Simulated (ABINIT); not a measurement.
# A GW chain in ABINIT: SiC (Moissanite), part 2 of 3

How does a plane-wave GW calculation on SiC (Moissanite) run from the first input to the gap?

ABINIT 10.8.3; LDA and many-body steps on it, plane waves. Known limits of the many-body steps: not at the basis limit; coarse k mesh.

So far. Step 2 (Ground state): The gap is indirect, with the least direct gap 1.77 eV higher.

**3. Bands along the symmetry lines**

Level of this step: DFT, LDA, plane waves, norm-conserving pseudopotentials (ABINIT).

Levels along a band path, at the cheap level, show where the edges lie and whether the meshes to come will hold them.

File run.abi:

```
acell 3*1.0 Angstrom
rprim 
  3.075999999976 0.000000000005 0.000000000000
  -1.537999999993 2.663894142018 0.000000000000
  0.000000000000 0.000000000000 5.048000000000
ntypat 2
znucl 14 6
natom 4
typat 1 1 2 2
xred 
  0.333333333333 0.666666666667 0.000000000000
  0.666666666667 0.333333333333 0.500000000000
  0.333333333333 0.666666666667 0.385000000000
  0.666666666667 0.333333333333 0.885000000000
pp_dirpath "pseudos"
pseudos "Si.upf, C.upf"
ecut 37
iscf -2
irdden 1
kptopt 0
nkpt 75
kpt 
  0.00000000 0.00000000 0.00000000
  0.06250000 0.00000000 0.00000000
  0.12500000 0.00000000 0.00000000
  0.18750000 0.00000000 0.00000000
  0.25000000 0.00000000 0.00000000
  0.31250000 0.00000000 0.00000000
  0.37500000 0.00000000 0.00000000
  0.43750000 0.00000000 0.00000000
  0.50000000 0.00000000 0.00000000
  0.47916667 0.04166667 0.00000000
  0.45833333 0.08333333 0.00000000
  0.43750000 0.12500000 0.00000000
  0.41666666 0.16666666 0.00000000
  0.39583333 0.20833333 0.00000000
  0.37500000 0.25000000 0.00000000
  0.35416666 0.29166666 0.00000000
  0.33333333 0.33333333 0.00000000
  0.29166666 0.29166666 0.00000000
  0.25000000 0.25000000 0.00000000
  0.20833333 0.20833333 0.00000000
  0.16666666 0.16666666 0.00000000
  0.12500000 0.12500000 0.00000000
  0.08333333 0.08333333 0.00000000
  0.04166667 0.04166667 0.00000000
  0.00000000 0.00000000 0.00000000
  0.00000000 0.00000000 0.06250000
  0.00000000 0.00000000 0.12500000
  0.00000000 0.00000000 0.18750000
  0.00000000 0.00000000 0.25000000
  0.00000000 0.00000000 0.31250000
  0.00000000 0.00000000 0.37500000
  0.00000000 0.00000000 0.43750000
  0.00000000 0.00000000 0.50000000
  0.06250000 0.00000000 0.50000000
  0.12500000 0.00000000 0.50000000
  0.18750000 0.00000000 0.50000000
  0.25000000 0.00000000 0.50000000
  0.31250000 0.00000000 0.50000000
  0.37500000 0.00000000 0.50000000
  0.43750000 0.00000000 0.50000000
  0.50000000 0.00000000 0.50000000
  0.47916667 0.04166667 0.50000000
  0.45833333 0.08333333 0.50000000
  0.43750000 0.12500000 0.50000000
  0.41666666 0.16666666 0.50000000
  0.39583333 0.20833333 0.50000000
  0.37500000 0.25000000 0.50000000
  0.35416666 0.29166666 0.50000000
  0.33333333 0.33333333 0.50000000
  0.29166666 0.29166666 0.50000000
  0.25000000 0.25000000 0.50000000
  0.20833333 0.20833333 0.50000000
  0.16666666 0.16666666 0.50000000
  0.12500000 0.12500000 0.50000000
  0.08333333 0.08333333 0.50000000
  0.04166667 0.04166667 0.50000000
  0.00000000 0.00000000 0.50000000
  0.50000000 0.00000000 0.50000000
  0.50000000 0.00000000 0.43750000
  0.50000000 0.00000000 0.37500000
  0.50000000 0.00000000 0.31250000
  0.50000000 0.00000000 0.25000000
  0.50000000 0.00000000 0.18750000
  0.50000000 0.00000000 0.12500000
  0.50000000 0.00000000 0.06250000
  0.50000000 -0.00000000 0.00000000
  0.33333333 0.33333333 0.50000000
  0.33333333 0.33333333 0.43750000
  0.33333333 0.33333333 0.37500000
  0.33333333 0.33333333 0.31250000
  0.33333333 0.33333333 0.25000000
  0.33333333 0.33333333 0.18750000
  0.33333333 0.33333333 0.12500000
  0.33333333 0.33333333 0.06250000
  0.33333333 0.33333333 0.00000000
istwfk *1
nband 15
nbdbuf 2
tolwfr 1e-08
nstep 40
prtwf 0
prtvol 0
indata_prefix "in"
outdata_prefix "out"
tmpdata_prefix "tmp"
```

Command:

```sh
> OMP_NUM_THREADS=1 mpirun -n 4 abinit run.abi > log
```

Numbers of over 12 decimals in the logs are rounded to 6 here.

The log of the run:

```text
.Version 10.8.3 of ABINIT. v10.8.2 released Aug 2026.

 Symmetries : space group P6_3 m c (#186); Bravais hP (primitive hexag.)
[... echo of the input left out ...]
== DATASET  1 ==================================================================
-   mpi_nproc: 4, omp_nthreads: 1 (-1 if OMP is not activated)

--- !DatasetInfo
iteration_state: {dtset: 1, }
dimensions: {natom: 4, nkpt: 75, mband: 15, nsppol: 1, nspinor: 1, nspden: 1, mpw: 3033, }
cutoff_energies: {ecut:  37.0, pawecutdg:  -1.0, }
electrons: {nelect:   1.60000000E+01, charge:   0.00000000E+00, occopt:   1.00000000E+00, tsmear:   1.00000000E-02, }

 Real(R)+Recip(G) space primitive vectors, cartesian coordinates (Bohr,Bohr^-1):
 R(1)=  5.8127976  0.0000000  0.0000000  G(1)=  0.1720342  0.0993240  0.0000000
 R(2)= -2.9063988  5.0340304  0.0000000  G(2)=  0.0000000  0.1986480  0.0000000
 R(3)=  0.0000000  0.0000000  9.5393375  G(3)=  0.0000000  0.0000000  0.1048291
 Unit cell volume ucvol=  2.7913818E+02 bohr^3
 Angles (23,13,12)=  9.00000000E+01  9.00000000E+01  1.20000000E+02 degrees

 getcut: wavevector=  0.0000  0.0000  0.0000  ngfft=  32  32  54
         ecut(hartree)=     37.000   => boxcut(ratio)=   2.01048

--- Pseudopotential description ------------------------------------------------
- Si Generated using ONCVPSP code by D. R. Hamann
- 14.00000   4.00000  180309                  znucl, zion, pspdat
12 -1012 2 -1 1510                            pspcod,pspxc,lmax,lloc,mmax
     nproj     2     2     2
  pspatm : epsatm=    6.67003958
         --- l  ekb(1:nproj) -->
             0    5.565958    0.856966
             1    2.726111    0.629828
             2   -2.124804   -0.444604
 pspatm: atomic psp has been read  and splines computed

- C Generated using ONCVPSP code by D. R. Hamann
-  6.00000   4.00000  180309                  znucl, zion, pspdat
12 -1012 1 -1 1234                            pspcod,pspxc,lmax,lloc,mmax
     nproj     2     2     0
  pspatm : epsatm=    4.35103003
         --- l  ekb(1:nproj) -->
[...]
pspatm: atomic psp has been read  and splines computed

--------------------------------------------------------------------------------

================================================================================
 prteigrs : about to open file out_EIG
 Non-SCF case, kpt    1 (  0.00000  0.00000  0.00000), residuals and eigenvalues=
  2.58E-09  2.79E-09  8.47E-09  1.66E-09  9.88E-09  1.27E-09  9.38E-09  4.70E-09
  6.71E-09  6.55E-09  7.28E-09  9.61E-09  4.33E-09  8.08E-09  1.18E-07
 -3.0269E-01 -1.7224E-01 -4.8163E-02  2.1498E-01  2.1498E-01  2.6212E-01
  2.6212E-01  2.7216E-01  4.4056E-01  4.9390E-01  5.0767E-01  5.0767E-01
[...]
Non-SCF case, kpt    2 (  0.06250  0.00000  0.00000), residuals and eigenvalues=
  2.77E-09  3.29E-09  5.00E-09  6.75E-09  6.42E-09  4.70E-09  8.43E-09  2.51E-09
[...]
Non-SCF case, kpt   74 (  0.33333  0.33333  0.06250), residuals and eigenvalues=
[...]
Non-SCF case, kpt   75 (  0.33333  0.33333  0.00000), residuals and eigenvalues=
[...]
-1.3474E-01 -1.3474E-01  1.5955E-02  3.3790E-02  3.3790E-02  1.2031E-01
  1.2329E-01  1.2329E-01  3.5382E-01  5.6105E-01  5.8651E-01  5.8651E-01
[...]
--- !ResultsGS
iteration_state: {dtset: 1, }
comment   : Summary of ground state results
lattice_vectors:
- [  5.8127976,   0.0000000,   0.0000000, ]
- [ -2.9063988,   5.0340304,   0.0000000, ]
- [  0.0000000,   0.0000000,   9.5393375, ]
lattice_lengths: [   5.81280,    5.81280,    9.53934, ]
lattice_angles: [ 90.000,  90.000, 120.000, ] # degrees, (23, 13, 12)
lattice_volume:   2.7913818E+02
convergence: {deltae:  0.000E+00, res2:  0.000E+00, residm:  9.994E-09, diffor:  0.000E+00, }
etotal    :  -2.06308825E+01
entropy   :   0.00000000E+00
fermie    :   2.72164904E-01
cartesian_stress_tensor: null
pressure_GPa: null
xred      :
- [  3.3333E-01,   6.6667E-01,   0.0000E+00, Si]
- [  6.6667E-01,   3.3333E-01,   5.0000E-01, Si]
- [  3.3333E-01,   6.6667E-01,   3.8500E-01,  C]
- [  6.6667E-01,   3.3333E-01,   8.8500E-01,  C]
cartesian_forces: null
force_length_stats: {min: null, max: null, mean: null, }

 Integrated electronic density in atomic spheres:
 ------------------------------------------------
 Atom  Sphere_radius  Integrated_density
[...]
================================================================================

 ----iterations are completed or convergence reached----

 Mean square residual over all n,k,spin=   53.196E-10; max=  99.936E-10
 reduced coordinates (array xred) for    4 atoms
[...]
0.333333333333      0.666666666667      0.385000000000
       0.666666666667      0.333333333333      0.885000000000

 cartesian coordinates (angstrom) at end:
    1     -3.33e-12     1.775929     0.000000
    2      1.538000     0.887965     2.524000
    3     -3.33e-12     1.775929     1.943480
    4      1.538000     0.887965     4.467480
 length scales=  1.889726125908  1.889726125908  1.889726125908 bohr
              =  1.000000000000  1.000000000000  1.000000000000 angstroms
 prteigrs : about to open file out_EIG
 Eigenvalues (hartree) for nkpt=  75  k points:
 kpt#   1, nband= 15, wtk=  1.00000, kpt=  0.0000  0.0000  0.0000 (reduced coord)
[...]
kpt#   2, nband= 15, wtk=  1.00000, kpt=  0.0625  0.0000  0.0000 (reduced coord)
[...]
kpt#   3, nband= 15, wtk=  1.00000, kpt=  0.1250  0.0000  0.0000 (reduced coord)
[...]
kpt#  74, nband= 15, wtk=  1.00000, kpt=  0.3333  0.3333  0.0625 (reduced coord)
  -0.13437   -0.13437    0.01661    0.03066    0.03066    0.11850    0.12730    0.12730
   0.35690    0.56058    0.57423    0.57423    0.61965    0.61965    0.69424
 kpt#  75, nband= 15, wtk=  1.00000, kpt=  0.3333  0.3333  0.0000 (reduced coord)
  -0.13474   -0.13474    0.01596    0.03379    0.03379    0.12031    0.12329    0.12329
   0.35382    0.56105    0.58651    0.58651    0.61282    0.61282    0.69027

== END DATASET(S) ==============================================================
================================================================================

 -outvars: echo values of variables after computation  --------
            nband          15
             nkpt          75
          spgroup         186
 [... the other variables as echoed above ...]

 Calculation completed.
```

The job ended after 20 s (4 MPI ranks of Arm Neoverse N1, shared host; peak memory 0.29 GiB; 81 s of CPU time).

Numbers from this step:

| Property | Result |
| --- | --- |
| gap | 2.222 eV |
| k of the valence top | 0, 0, 0 |
| k of the conduction bottom | 0.3333, 0.3333, 0 |
| least direct gap | 3.994 eV |

The gap is 2.222 eV, as in the run before at this level.

The electronic bands at the labelled points (eV, zero at the top of the highest filled band; v1 is the highest filled band, c1 the lowest empty one):

```
    point     v4     v3     v2     v1    c1    c2    c3    c4
        Γ  -1.56  -0.27  -0.27   0.00  4.58  6.03  6.41  6.41
  halfway  -3.19  -2.75  -0.93  -0.90  3.80  5.65  6.94  7.61
        M  -5.45  -3.55  -3.29  -1.49  2.50  4.13  6.68  7.14
  halfway  -5.50  -4.80  -3.36  -2.83  3.17  4.87  7.43  8.21
        K  -6.49  -4.13  -4.05  -4.05  2.22  7.86  8.55  8.55
  halfway  -4.34  -3.06  -1.74  -1.18  5.01  5.55  6.72  6.87
        Γ  -1.56  -0.27  -0.27   0.00  4.58  6.03  6.41  6.41
  halfway  -1.39  -1.39  -0.49  -0.49  4.86  6.53  6.53  6.77
        A  -0.96  -0.96  -0.96  -0.96  5.65  5.65  7.08  7.08
  halfway  -3.08  -3.08  -1.96  -1.96  4.28  4.28  7.04  7.04
        L  -2.69  -2.69  -2.34  -2.34  3.11  3.11  4.90  4.90
  halfway  -4.47  -4.47  -1.95  -1.95  4.07  4.07  6.02  6.02
        H  -5.89  -5.89  -1.76  -1.76  4.77  4.77  5.87  5.87
  halfway  -3.20  -3.20  -2.66  -2.66  4.95  4.95  7.25  7.25
        A  -0.96  -0.96  -0.96  -0.96  5.65  5.65  7.08  7.08
jump to L  -2.69  -2.69  -2.34  -2.34  3.11  3.11  4.90  4.90
  halfway  -4.17  -3.32  -2.35  -1.90  2.84  3.13  6.32  6.75
        M  -5.45  -3.55  -3.29  -1.49  2.50  4.13  6.68  7.14
jump to H  -5.89  -5.89  -1.76  -1.76  4.77  4.77  5.87  5.87
  halfway  -6.69  -4.78  -2.85  -2.85  3.41  6.28  6.28  7.56
        K  -6.49  -4.13  -4.05  -4.05  2.22  7.86  8.55  8.55
```

**4. Empty states on the mesh, 3×3×2 mesh, 62 bands**

The sums over transitions need many empty states on a uniform mesh; this step solves for them.

File run.abi:

```
acell 3*1.0 Angstrom
rprim 
  3.075999999976 0.000000000005 0.000000000000
  -1.537999999993 2.663894142018 0.000000000000
  0.000000000000 0.000000000000 5.048000000000
ntypat 2
znucl 14 6
natom 4
typat 1 1 2 2
xred 
  0.333333333333 0.666666666667 0.000000000000
  0.666666666667 0.333333333333 0.500000000000
  0.333333333333 0.666666666667 0.385000000000
  0.666666666667 0.333333333333 0.885000000000
pp_dirpath "pseudos"
pseudos "Si.upf, C.upf"
ecut 37
ngkpt 3 3 2
nshiftk 1
shiftk 0 0 0
kptopt 1
chksymbreak 0
iscf -2
irdden 1
istwfk *1
nband 62
nbdbuf 4
tolwfr 1e-09
nstep 60
prtvol 0
indata_prefix "in"
outdata_prefix "out"
tmpdata_prefix "tmp"
```

The log of the run:

```text
.Version 10.8.3 of ABINIT. v10.8.2 released Aug 2026.

 Symmetries : space group P6_3 m c (#186); Bravais hP (primitive hexag.)
[... echo of the input left out ...]
== DATASET  1 ==================================================================
-   mpi_nproc: 4, omp_nthreads: 1 (-1 if OMP is not activated)

--- !DatasetInfo
iteration_state: {dtset: 1, }
dimensions: {natom: 4, nkpt: 6, mband: 62, nsppol: 1, nspinor: 1, nspden: 1, mpw: 3018, }
cutoff_energies: {ecut:  37.0, pawecutdg:  -1.0, }
electrons: {nelect:   1.60000000E+01, charge:   0.00000000E+00, occopt:   1.00000000E+00, tsmear:   1.00000000E-02, }

 Real(R)+Recip(G) space primitive vectors, cartesian coordinates (Bohr,Bohr^-1):
 R(1)=  5.8127976  0.0000000  0.0000000  G(1)=  0.1720342  0.0993240  0.0000000
 R(2)= -2.9063988  5.0340304  0.0000000  G(2)=  0.0000000  0.1986480  0.0000000
 R(3)=  0.0000000  0.0000000  9.5393375  G(3)=  0.0000000  0.0000000  0.1048291
 Unit cell volume ucvol=  2.7913818E+02 bohr^3
 Angles (23,13,12)=  9.00000000E+01  9.00000000E+01  1.20000000E+02 degrees

 getcut: wavevector=  0.0000  0.0000  0.0000  ngfft=  32  32  54
         ecut(hartree)=     37.000   => boxcut(ratio)=   2.01048

--- Pseudopotential description ------------------------------------------------
- Si Generated using ONCVPSP code by D. R. Hamann
- 14.00000   4.00000  180309                  znucl, zion, pspdat
12 -1012 2 -1 1510                            pspcod,pspxc,lmax,lloc,mmax
     nproj     2     2     2
  pspatm : epsatm=    6.67003958
         --- l  ekb(1:nproj) -->
             0    5.565958    0.856966
             1    2.726111    0.629828
             2   -2.124804   -0.444604
 pspatm: atomic psp has been read  and splines computed

- C Generated using ONCVPSP code by D. R. Hamann
-  6.00000   4.00000  180309                  znucl, zion, pspdat
12 -1012 1 -1 1234                            pspcod,pspxc,lmax,lloc,mmax
     nproj     2     2     0
  pspatm : epsatm=    4.35103003
         --- l  ekb(1:nproj) -->
[...]
pspatm: atomic psp has been read  and splines computed

--------------------------------------------------------------------------------

================================================================================
 prteigrs : about to open file out_EIG
 Non-SCF case, kpt    1 (  0.00000  0.00000  0.00000), residuals and eigenvalues=
  3.73E-10  8.01E-11  9.01E-10  1.49E-10  6.73E-10  1.14E-10  4.26E-10  1.36E-10
  1.75E-10  9.65E-10  7.89E-11  1.71E-10  4.44E-11  4.97E-11  3.76E-10  4.16E-10
  1.05E-10  2.39E-10  8.17E-11  7.83E-11  2.49E-10  1.59E-10  2.21E-10  9.98E-11
[...]
5.48E-10  8.44E-10  2.98E-06  4.47E-07  2.31E-05  2.57E-05
 -3.0269E-01 -1.7224E-01 -4.8163E-02  2.1498E-01  2.1498E-01  2.6212E-01
  2.6212E-01  2.7216E-01  4.4056E-01  4.9390E-01  5.0767E-01  5.0767E-01
[...]
2.2529E+00  2.2866E+00  2.3044E+00  2.3044E+00  2.3994E+00  2.4017E+00
  2.4310E+00  2.4310E+00
 prteigrs : prtvol=0 or 1, do not print more k-points.

--- !ResultsGS
iteration_state: {dtset: 1, }
comment   : Summary of ground state results
lattice_vectors:
- [  5.8127976,   0.0000000,   0.0000000, ]
- [ -2.9063988,   5.0340304,   0.0000000, ]
- [  0.0000000,   0.0000000,   9.5393375, ]
lattice_lengths: [   5.81280,    5.81280,    9.53934, ]
lattice_angles: [ 90.000,  90.000, 120.000, ] # degrees, (23, 13, 12)
lattice_volume:   2.7913818E+02
convergence: {deltae:  0.000E+00, res2:  0.000E+00, residm:  9.858E-10, diffor:  0.000E+00, }
etotal    :  -2.06308825E+01
entropy   :   0.00000000E+00
fermie    :   2.72164904E-01
cartesian_stress_tensor: null
pressure_GPa: null
xred      :
- [  3.3333E-01,   6.6667E-01,   0.0000E+00, Si]
- [  6.6667E-01,   3.3333E-01,   5.0000E-01, Si]
- [  3.3333E-01,   6.6667E-01,   3.8500E-01,  C]
- [  6.6667E-01,   3.3333E-01,   8.8500E-01,  C]
cartesian_forces: null
force_length_stats: {min: null, max: null, mean: null, }

 Integrated electronic density in atomic spheres:
 ------------------------------------------------
 Atom  Sphere_radius  Integrated_density
[...]
================================================================================

 ----iterations are completed or convergence reached----

 Mean square residual over all n,k,spin=   39.182E-11; max=  98.581E-11
 reduced coordinates (array xred) for    4 atoms
[...]
0.333333333333      0.666666666667      0.385000000000
       0.666666666667      0.333333333333      0.885000000000

 cartesian coordinates (angstrom) at end:
    1     -3.33e-12     1.775929     0.000000
    2      1.538000     0.887965     2.524000
    3     -3.33e-12     1.775929     1.943480
    4      1.538000     0.887965     4.467480
 length scales=  1.889726125908  1.889726125908  1.889726125908 bohr
              =  1.000000000000  1.000000000000  1.000000000000 angstroms
 prteigrs : about to open file out_EIG
 Eigenvalues (hartree) for nkpt=   6  k points:
 kpt#   1, nband= 62, wtk=  0.05556, kpt=  0.0000  0.0000  0.0000 (reduced coord)
[...]
1.63792    1.66116    1.81660    1.81660    1.89183    1.89183    2.02275    2.07001
   2.07001    2.10979    2.13670    2.24607    2.24607    2.25293    2.25293    2.28659
   2.30441    2.30441    2.39945    2.40165    2.43101    2.43103
 prteigrs : prtvol=0 or 1, do not print more k-points.

== END DATASET(S) ==============================================================
================================================================================

 -outvars: echo values of variables after computation  --------
            nband          62
             nkpt           6
          spgroup         186
 [... the other variables as echoed above ...]

 Calculation completed.
```

Elapsed: 15 s, on 4 MPI ranks; peak memory 0.26 GiB.

This step gave:

* gap: 2.222 eV
* k of the valence top: 0, 0, 0
* k of the conduction bottom: 0.3333, 0.3333, 0
* least direct gap: 4.311 eV
* k points computed: 6
* lowest point of the top converged band, above the valence top: 51.0747 eV

On this mesh the gap is 2.222 eV.

(Part 2 of 3 ends here.)

[Paths, hosts, dates, memory and timing lines, banners, echoed tables and standing remarks are left out of the program output.]

[Logs are printed without paths, hosts, clocks, repeated set-up lines and the standing remarks that a program may print on its own settings, such as how far it seeks lower states.]

[Runs of the session that timed out or met a known fault of the program may be left out.]

[Hosts, paths, dates, database ids (printed as entryN), source tags and the programs' standing remarks are cut or masked in the printed files.]

[G0W0 gaps are taken among the corrected bands and points alone; a level outside them can change the order at an edge.]

[Where Ansatz stands beside ABINIT at settings called matched, ABINIT's density can come from a denser mesh and the files from another edition; pairs whose starting gaps differed by over 0.03 eV were left out, so agreement reads better than it is.]
